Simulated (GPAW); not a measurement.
## Collinear magnetic orders of MnGa7As8 (GaAs32 Mn2 d6p92) with GPAW

Does MnGa7As8 (GaAs32 Mn2 d6p92) prefer parallel or opposed moments, or none?

Calculated with GPAW 26.7.0; PBE; plane waves with GPAW's PAW setups, scalar-relativistic.

### Step 1. Starting point

The structure is orthorhombic, space group P2_12_12 (No. 18). The conventional cell has a = 5.653 Å, b = 11.306 Å, c = 11.306 Å, α = 90.00°, β = 90.00°, γ = 90.00°. Nearest to Mn lie 4 As at 2.45 Å. As has 3 Ga at 2.45 Å and 1 Mn at 2.45 Å nearest. Nearest to Ga lie 4 As at 2.45 Å. Nearest to As lie 4 Ga at 2.45 Å. Nearest to As lie 4 Ga at 2.45 Å. substitutional dopants on the host's measured lattice, atoms not relaxed. Farther neighbours are not listed.

The cell is a made-up one and need not be a known phase.

### Step 2. Run 1 (ferro ++)

The parallel start comes first: it fits the smallest cell, keeps the most symmetry and shows whether parallel moments form.

File order1.py:

```python
import json
import numpy as np
from ase import Atoms
from ase.parallel import paropen, parprint
from gpaw import GPAW

atoms = Atoms(['Mn', 'As', 'Ga', 'As', 'Ga', 'As', 'Ga', 'As', 'Ga', 'As', 'Ga', 'As', 'Ga', 'As', 'Ga', 'As', 'Ga', 'As', 'Ga', 'As', 'Ga', 'As', 'Ga', 'As', 'Ga', 'As', 'Mn', 'As', 'Ga', 'As', 'Ga', 'As'],
    cell=[[11.306, 0.0, 0.0],
         [0.0, 11.306, 0.0],
         [0.0, 0.0, 5.653]],
    scaled_positions=[[0.0, 0.0, 0.0],
         [0.125, 0.125, 0.25],
         [0.0, 0.25, 0.5],
         [0.125, 0.375, 0.75],
         [0.25, 0.0, 0.5],
         [0.375, 0.125, 0.75],
         [0.25, 0.25, 0.0],
         [0.375, 0.375, 0.25],
         [0.0, 0.5, 0.0],
         [0.125, 0.625, 0.25],
         [0.0, 0.75, 0.5],
         [0.125, 0.875, 0.75],
         [0.25, 0.5, 0.5],
         [0.375, 0.625, 0.75],
         [0.25, 0.75, 0.0],
         [0.375, 0.875, 0.25],
         [0.5, 0.0, 0.0],
         [0.625, 0.125, 0.25],
         [0.5, 0.25, 0.5],
         [0.625, 0.375, 0.75],
         [0.75, 0.0, 0.5],
         [0.875, 0.125, 0.75],
         [0.75, 0.25, 0.0],
         [0.875, 0.375, 0.25],
         [0.5, 0.5, 0.0],
         [0.625, 0.625, 0.25],
         [0.5, 0.75, 0.5],
         [0.625, 0.875, 0.75],
         [0.75, 0.5, 0.5],
         [0.875, 0.625, 0.75],
         [0.75, 0.75, 0.0],
         [0.875, 0.875, 0.25]],
    pbc=True,
    magmoms=[4.5, 0.0, 0.0, 0.0, 0.0, 0.0, 0.0, 0.0, 0.0, 0.0, 0.0, 0.0, 0.0, 0.0, 0.0, 0.0, 0.0, 0.0, 0.0, 0.0, 0.0, 0.0, 0.0, 0.0, 0.0, 0.0, 4.5, 0.0, 0.0, 0.0, 0.0, 0.0])
atoms.calc = GPAW(mode={'name': 'pw', 'ecut': 450},
    xc='PBE',
    kpts={'size': (3, 3, 5), 'gamma': True},
    occupations={'name': 'fermi-dirac', 'width': 0.05},
    convergence={'density': 1e-05, 'energy': 1e-05},
    maxiter=200,
    mixer={'name': 'pulay', 'beta': 0.05, 'nmaxold': 6, 'weight': 50},
    symmetry={'tolerance': 1e-4},
    txt='order1.txt')
e = atoms.get_potential_energy(force_consistent=True)
res = {'free_energy': e, 'energy_sigma0': atoms.get_potential_energy(), 'fermi_energy': atoms.calc.get_fermi_level()}
res['moments'] = atoms.get_magnetic_moments().tolist()
res['total'] = atoms.get_magnetic_moment()
parprint('site moments (muB):', np.round(res['moments'], 3))
parprint(f"total moment: {res['total']:.3f} muB")
parprint(f'free energy: {e:.6f} eV')
atoms.calc.write('order1.gpw')
with paropen('results.json', 'w') as f:
    json.dump(res, f)
```

The run is started by

```console
$ OMP_NUM_THREADS=1 mpirun -n 4 gpaw python order1.py > order1.log
```

Numbers of over 12 decimals in the logs are rounded to 6 here.

The program printed:

```text
site moments (muB): [ 3.595 -0.034  0.017 -0.005  0.022 -0.004  0.008 -0.005  0.004 -0.004
  0.017 -0.036  0.008 -0.034  0.022 -0.036  0.017 -0.004  0.004 -0.005
  0.022 -0.034  0.008 -0.005  0.017 -0.034  3.595 -0.036  0.008 -0.004
  0.022 -0.036]
total moment: 8.000 muB
free energy: -142.689279 eV

--- order1.txt ---
Input parameters:
  mode=PW(ecut=450),
  convergence={'density': 1e-05, 'energy': 1e-05},
  kpts=MonkhorstPack(size=(3, 3, 5), gamma=True),
  maxiter=200,
  mixer=Pulay(name='pulay', nmaxold=6, beta=0.05, weight=50, sigma=0.015, g_ss=None),
  occupations=Occupations(name='fermi-dirac', width=0.05),
  symmetry=Symmetry(tolerance=0.0001),
  xc=XC(name='PBE')

Diagonalizing LCAO Hamiltonian
Converting LCAO to pw mode
        .---------------------------.
       /|                           |
      / |                           |
     /  |  As            As         |
    /   |       As            As    |
   /  Ga|           Mn              |
  /    As         As As         As  |
 *      .--Ga-------------Ga--------.
 |     / As As         As As       /
 | Ga /      Ga  Ga        Ga     /
 |   Ga Ga    As   Ga Ga    As   /
 |  /As            As           /
 | /      Ga            Ga     /
 |/                           /
 Mn------------Ga------------*

Atoms  # Å, Bohr magnetons
|    | symbol |        x |        y |        z |    initial magnetic moments |
|----|--------|----------|----------|----------|-----------------------------|
|  0 |     Mn | 0.000000 | 0.000000 | 0.000000 | ( 0.0000,  0.0000,  4.5000) |
|  1 |     As | 1.413250 | 1.413250 | 1.413250 | ( 0.0000,  0.0000,  0.0000) |
|  2 |     Ga | 0.000000 | 2.826500 | 2.826500 | ( 0.0000,  0.0000,  0.0000) |
|  3 |     As | 1.413250 | 4.239750 | 4.239750 | ( 0.0000,  0.0000,  0.0000) |
|  4 |     Ga | 2.826500 | 0.000000 | 2.826500 | ( 0.0000,  0.0000,  0.0000) |
|  5 |     As | 4.239750 | 1.413250 | 4.239750 | ( 0.0000,  0.0000,  0.0000) |
|  6 |     Ga | 2.826500 | 2.826500 | 0.000000 | ( 0.0000,  0.0000,  0.0000) |
|  7 |     As | 4.239750 | 4.239750 | 1.413250 | ( 0.0000,  0.0000,  0.0000) |
|  8 |     Ga | 0.000000 | 5.653000 | 0.000000 | ( 0.0000,  0.0000,  0.0000) |
|  9 |     As | 1.413250 | 7.066250 | 1.413250 | ( 0.0000,  0.0000,  0.0000) |
| 10 |     Ga | 0.000000 | 8.479500 | 2.826500 | ( 0.0000,  0.0000,  0.0000) |
| 11 |     As | 1.413250 | 9.892750 | 4.239750 | ( 0.0000,  0.0000,  0.0000) |
| 12 |     Ga | 2.826500 | 5.653000 | 2.826500 | ( 0.0000,  0.0000,  0.0000) |
| 13 |     As | 4.239750 | 7.066250 | 4.239750 | ( 0.0000,  0.0000,  0.0000) |
| 14 |     Ga | 2.826500 | 8.479500 | 0.000000 | ( 0.0000,  0.0000,  0.0000) |
| 15 |     As | 4.239750 | 9.892750 | 1.413250 | ( 0.0000,  0.0000,  0.0000) |
| 16 |     Ga | 5.653000 | 0.000000 | 0.000000 | ( 0.0000,  0.0000,  0.0000) |
| 17 |     As | 7.066250 | 1.413250 | 1.413250 | ( 0.0000,  0.0000,  0.0000) |
| 18 |     Ga | 5.653000 | 2.826500 | 2.826500 | ( 0.0000,  0.0000,  0.0000) |
| 19 |     As | 7.066250 | 4.239750 | 4.239750 | ( 0.0000,  0.0000,  0.0000) |
| 20 |     Ga | 8.479500 | 0.000000 | 2.826500 | ( 0.0000,  0.0000,  0.0000) |
| 21 |     As | 9.892750 | 1.413250 | 4.239750 | ( 0.0000,  0.0000,  0.0000) |
| 22 |     Ga | 8.479500 | 2.826500 | 0.000000 | ( 0.0000,  0.0000,  0.0000) |
| 23 |     As | 9.892750 | 4.239750 | 1.413250 | ( 0.0000,  0.0000,  0.0000) |
| 24 |     Ga | 5.653000 | 5.653000 | 0.000000 | ( 0.0000,  0.0000,  0.0000) |
| 25 |     As | 7.066250 | 7.066250 | 1.413250 | ( 0.0000,  0.0000,  0.0000) |
| 26 |     Mn | 5.653000 | 8.479500 | 2.826500 | ( 0.0000,  0.0000,  4.5000) |
| 27 |     As | 7.066250 | 9.892750 | 4.239750 | ( 0.0000,  0.0000,  0.0000) |
| 28 |     Ga | 8.479500 | 5.653000 | 2.826500 | ( 0.0000,  0.0000,  0.0000) |
| 29 |     As | 9.892750 | 7.066250 | 4.239750 | ( 0.0000,  0.0000,  0.0000) |
| 30 |     Ga | 8.479500 | 8.479500 | 0.000000 | ( 0.0000,  0.0000,  0.0000) |
| 31 |     As | 9.892750 | 9.892750 | 1.413250 | ( 0.0000,  0.0000,  0.0000) |

Unit cell  # Å
| periodic |         x |         y |        z |   lengths |    angles |
|----------|-----------|-----------|----------|-----------|-----------|
|      yes | 11.306000 |  0.000000 | 0.000000 | 11.306000 | 90.000000 |
|      yes |  0.000000 | 11.306000 | 0.000000 | 11.306000 | 90.000000 |
|      yes |  0.000000 |  0.000000 | 5.653000 |  5.653000 | 90.000000 |

Number of symmetries: 2

BZ-sampling:
  Number of BZ points: 45
  Number of IBZ points: 16

  Monkhorst-Pack size: [3, 3, 5]
  Monkhorst-Pack shift: [0, 0, 0]

K-points  # in reciprocal-cell coordinates
|     |                                coordinates |     weight |
|-----|--------------------------------------------|------------|
|   0 | (  0.00000000,   0.00000000,   0.00000000) | 0.02222222 |
|   1 | (  0.00000000,   0.00000000,   0.20000000) | 0.04444444 |
|   2 | (  0.00000000,   0.00000000,   0.40000000) | 0.04444444 |
|   3 | (  0.00000000,   0.33333333,   0.00000000) | 0.04444444 |
|   4 | (  0.00000000,   0.33333333,   0.20000000) | 0.08888889 |
|   5 | (  0.00000000,   0.33333333,   0.40000000) | 0.08888889 |
|   6 | (  0.33333333,   0.00000000,  -0.40000000) | 0.04444444 |
|   7 | (  0.33333333,   0.00000000,  -0.20000000) | 0.04444444 |
|   8 | (  0.33333333,   0.00000000,   0.00000000) | 0.04444444 |
|   9 | (  0.33333333,   0.00000000,   0.20000000) | 0.04444444 |
| ... |                                            |            |
|  15 | (  0.33333333,   0.33333333,   0.40000000) | 0.08888889 |

Plane wave coefficients: 15715
Cutoff: 450.000000 eV

Spin-components: 2 (collinear spins)
Bands:           101
Projectors:      162
Spin-degeneracy: 1
Datatype:        complex128

Parallelization:
  kpt:    4
  domain: 1
  band:   1

Density:
  Valence electrons: 152.0
  Components: 2
  Grid points: [56 56 28]
  Charge: 0.0  # |e|

Potential:
  Grid points: [56 56 28]

species:
  Mn:
    name:    Manganese
    Z:       25.0
    valence: 15
    core:    10
    charge:  0.0  # [|e|]
    compensation charges:
      type: gauss
      rc: 0.38  # [Å]
      lmax: 2
    cutoffs:
      filter: 2.14  # [Å]
      core: 0.86  # [Å]
    projectors
    | kind |    occ | energy [eV] | rcut [Å] |
    |------|--------|-------------|----------|
    |   3s |  2.000 |     -85.859 |    1.275 |
    |   4s |  2.000 |      -5.106 |    1.275 |
    |   3p |  6.000 |     -54.597 |    1.281 |
    |   4p |  0.000 |      -1.371 |    1.281 |
    |   3d |  5.000 |      -6.771 |    1.138 |
    |    d |        |      20.441 |    1.138 |

    Using partial waves for Mn as LCAO basis

  As:
    name:    Arsenic
    Z:       33.0
    valence: 5
    core:    28
    charge:  0.0  # [|e|]
    compensation charges:
      type: gauss
      rc: 0.33  # [Å]
      lmax: 2
    cutoffs:
      filter: 1.87  # [Å]
      core: 2.96  # [Å]
    projectors
    | kind |    occ | energy [eV] | rcut [Å] |
    |------|--------|-------------|----------|
    |   4s |  2.000 |     -14.487 |    1.058 |
    |   4p |  3.000 |      -5.196 |    1.058 |
    |    s |        |      12.725 |    1.058 |
    |    p |        |      22.016 |    1.058 |
    |    d |        |       0.000 |    1.058 |

    Using partial waves for As as LCAO basis

  Ga:
    name:    Gallium
    Z:       31.0
    valence: 3
    core:    28
    charge:  0.0  # [|e|]
    compensation charges:
      type: gauss
      rc: 0.37  # [Å]
      lmax: 2
    cutoffs:
      filter: 2.06  # [Å]
      core: 4.17  # [Å]
    projectors
    | kind |    occ | energy [eV] | rcut [Å] |
    |------|--------|-------------|----------|
    |   4s |  2.000 |      -8.945 |    1.164 |
    |   4p |  1.000 |      -2.580 |    1.164 |
    |    s |        |      18.266 |    1.164 |
    |    p |        |      24.631 |    1.164 |
    |    d |        |       0.000 |    1.164 |

    Using partial waves for Ga as LCAO basis

Reference energy: -1787461.155153  # eV

eigensolver:
  PPCG
  Converge bands: occupied
  niter=2

density mixing:
  Pulay-Mixer
  Linear mixing parameters: 0.05
  Old densities: 6
  Fourier metric: weight=50, sigma=0.015

occupation numbers:
  Fermi-Dirac:
    width: 0.0500  # eV

poisson solver:
  ecut: 3600.000000  # eV

xc functional:
  name: PBE with 2 nearest neighbor stencil

convergence criteria:
- Maximum integral of absolute [dens]ity change: 1e-05 electrons / valence electron
- Maximum [total energy] change in last 3 cyles: 1e-05 eV / valence electron
- Maximum integral of absolute [eigenst]ate change: 4e-08 eV^2 / valence electron
maximum number of iterations: 200

SCF iterations
|iter     |      energy | eigst |  dens |  magmom |
|---------|-------------|-------|-------|---------|
|iter:   1|       0s | -144.045418 | -0.01 |       |  +9.0181|
|iter:   2|      27s | -143.549876 | -1.50 | -0.92 |  +8.9673|
|iter:   3|      54s | -143.009263 | -1.89 | -0.96 |  +8.8559|
|iter:   4|      80s | -142.804232 | -1.12 | -1.03 |  +8.2805|
|iter:   5|     107s | -142.722408 | -2.47 | -1.45 |  +8.2739|
|iter:   6|     134s | -142.740891 | -2.61 | -1.49 |  +8.0972|
|iter:   7|     160s | -142.658183 | -2.94 | -1.73 |  +8.1353|
|iter:   8|     187s | -142.666440 | -2.65 | -1.79 |  +7.9901|
|iter:   9|     213s | -142.664109 | -4.04 | -2.33 |  +8.0050|
|iter:  10|     240s | -142.661167 | -4.77 | -2.36 |  +8.0202|
[... 12 iterations left out ...]
|iter:  23|     589s | -142.664552c| -7.44c| -4.22 |  +8.0001|
|iter:  24|     602s | -142.664552c| -8.27c| -4.38 |  +8.0002|
|iter:  25|     615s | -142.664552c| -8.22c| -4.42 |  +8.0003|
|iter:  26|     628s | -142.664552c| -7.86c| -4.50 |  +8.0003|
|iter:  27|     642s | -142.664552c| -8.28c| -4.56 |  +8.0003|
|iter:  28|     655s | -142.664551c| -8.02c| -4.59 |  +8.0002|
|iter:  29|     668s | -142.664551c| -8.41c| -4.78 |  +8.0002|
|iter:  30|     681s | -142.664551c| -8.71c| -4.87 |  +8.0002|
|iter:  31|     694s | -142.664551c| -9.06c| -5.00 |  +8.0002|
|iter:  32|     707s | -142.664551c| -8.77c| -5.03c|  +8.0001|

Converged in 32 steps
Energy contributions relative to reference atoms: (reference = -1787461.155153)

Energy contributions:
  Kinetic:         416.120898
  Coulomb:        -369.343182
  Zero:              0.560894
  External:          0.000000
  Xc:             -189.978433
  Entropy:          -0.049455
  Spinorbit:         0.000000
  ----------------------------
  Free energy:    -142.689279
  Extrapolated:   -142.664551

dipole moment: (-111.962104, -112.123746, -113.735439)  # |e|*Ang

Total magnetic moment: (0.000000, 0.000000, 8.000149)

Local magnetic moments
|        x |        y |         z |
|----------|----------|-----------|
| 0.000000 | 0.000000 |  3.594505 |  # Mn   0
| 0.000000 | 0.000000 | -0.034039 |  # As   1
| 0.000000 | 0.000000 |  0.016773 |  # Ga   2
| 0.000000 | 0.000000 | -0.005180 |  # As   3
| 0.000000 | 0.000000 |  0.021610 |  # Ga   4
| 0.000000 | 0.000000 | -0.003862 |  # As   5
| 0.000000 | 0.000000 |  0.008069 |  # Ga   6
| 0.000000 | 0.000000 | -0.005180 |  # As   7
| 0.000000 | 0.000000 |  0.003605 |  # Ga   8
| 0.000000 | 0.000000 | -0.003862 |  # As   9
| 0.000000 | 0.000000 |  0.017427 |  # Ga  10
| 0.000000 | 0.000000 | -0.035609 |  # As  11
| 0.000000 | 0.000000 |  0.008069 |  # Ga  12
| 0.000000 | 0.000000 | -0.034039 |  # As  13
| 0.000000 | 0.000000 |  0.021610 |  # Ga  14
| 0.000000 | 0.000000 | -0.035609 |  # As  15
[...]
| 0.000000 | 0.000000 |  0.008069 |  # Ga  22
| 0.000000 | 0.000000 | -0.005180 |  # As  23
| 0.000000 | 0.000000 |  0.016773 |  # Ga  24
| 0.000000 | 0.000000 | -0.034039 |  # As  25
| 0.000000 | 0.000000 |  3.594505 |  # Mn  26
| 0.000000 | 0.000000 | -0.035609 |  # As  27
| 0.000000 | 0.000000 |  0.008069 |  # Ga  28
| 0.000000 | 0.000000 | -0.003862 |  # As  29
| 0.000000 | 0.000000 |  0.021610 |  # Ga  30
| 0.000000 | 0.000000 | -0.035609 |  # As  31

Fermi level: 4.809
Eigenvalues  # (at kpt = [0.000, 0.000, 0.000])
| band index |      eig [eV] | occ [0-1] |      eig [eV] | occ [0-1] |
|------------|---------------|-----------|---------------|-----------|
|          0 |       -76.212 |     1.000 |       -72.239 |     1.000 |
|        ... |               |           |               |           |
|         68 |         3.264 |     1.000 |         3.653 |     1.000 |
|         69 |         3.299 |     1.000 |         4.377 |     1.000 |
|         70 |         3.423 |     1.000 |         4.415 |     1.000 |
|         71 |         3.448 |     1.000 |         4.429 |     0.999 |
|         72 |         3.586 |     1.000 |         5.452 |     0.000 |
|         73 |         3.594 |     1.000 |         5.620 |     0.000 |
|         74 |         3.992 |     1.000 |         5.696 |     0.000 |
|         75 |         4.034 |     1.000 |         5.829 |     0.000 |
|         76 |         4.361 |     1.000 |         5.977 |     0.000 |
|         77 |         4.465 |     0.999 |         5.980 |     0.000 |
|         78 |         4.579 |     0.990 |         6.148 |     0.000 |
|         79 |         5.426 |     0.000 |         6.254 |     0.000 |
|         80 |         5.472 |     0.000 |         6.327 |     0.000 |
|         81 |         5.472 |     0.000 |         6.582 |     0.000 |
|         82 |         5.732 |     0.000 |         6.620 |     0.000 |
|        ... |               |           |               |           |
|        100 |         8.860 |     0.000 |         8.918 |     0.000 |

No gap
No difference between direct/indirect transitions
```

The job ended after 12 min (4 MPI ranks of Arm Neoverse V2, shared host; peak memory 2.7 GiB; 50 min of CPU time).

Spin moment in the augmentation sphere by element, in μB:

```tsv
element	atoms	mean	spread (r.m.s.)	least	largest
Mn	2	3.59	0.00	3.59	3.59
As	16	-0.02	0.02	-0.04	0.00
Ga	14	0.01	0.01	0.00	0.02
```

The atoms farthest from the mean of their element:

```tsv
atom	x, y, z (Å)	spin moment in the augmentation sphere (μB)
As16	4.24, 9.89, 1.41	-0.04
As12	1.41, 9.89, 4.24	-0.04
As28	7.07, 9.89, 4.24	-0.04
As32	9.89, 9.89, 1.41	-0.04
As30	9.89, 7.07, 4.24	0.00
As18	7.07, 1.41, 1.41	0.00
As6	4.24, 1.41, 4.24	0.00
As10	1.41, 7.07, 1.41	0.00
```

This step gave:

- magnetization: 8.000 μB
- final state: ferromagnetic

After 32 cycles the largest moment stands at 3.59 μB.

(Part 1 of 2 ends here.)

[Logs and program files are shortened in this print: banners, set-up blocks, solver, clock and traceback lines can be left out without a mark of their own.]

[Logs are printed without paths, hosts, clocks, repeated set-up lines and the standing remarks that a program may print on its own settings, such as how far it seeks lower states.]

[Hosts, paths, dates, database ids (printed as entryN), source tags and the programs' standing remarks are cut or masked in the printed files.]

[Where a cell is said to come from a database of computed structures, the database is the Materials Project.]

[Lattice constants of own cells that a recipe calls measured were typed without a cited source.]
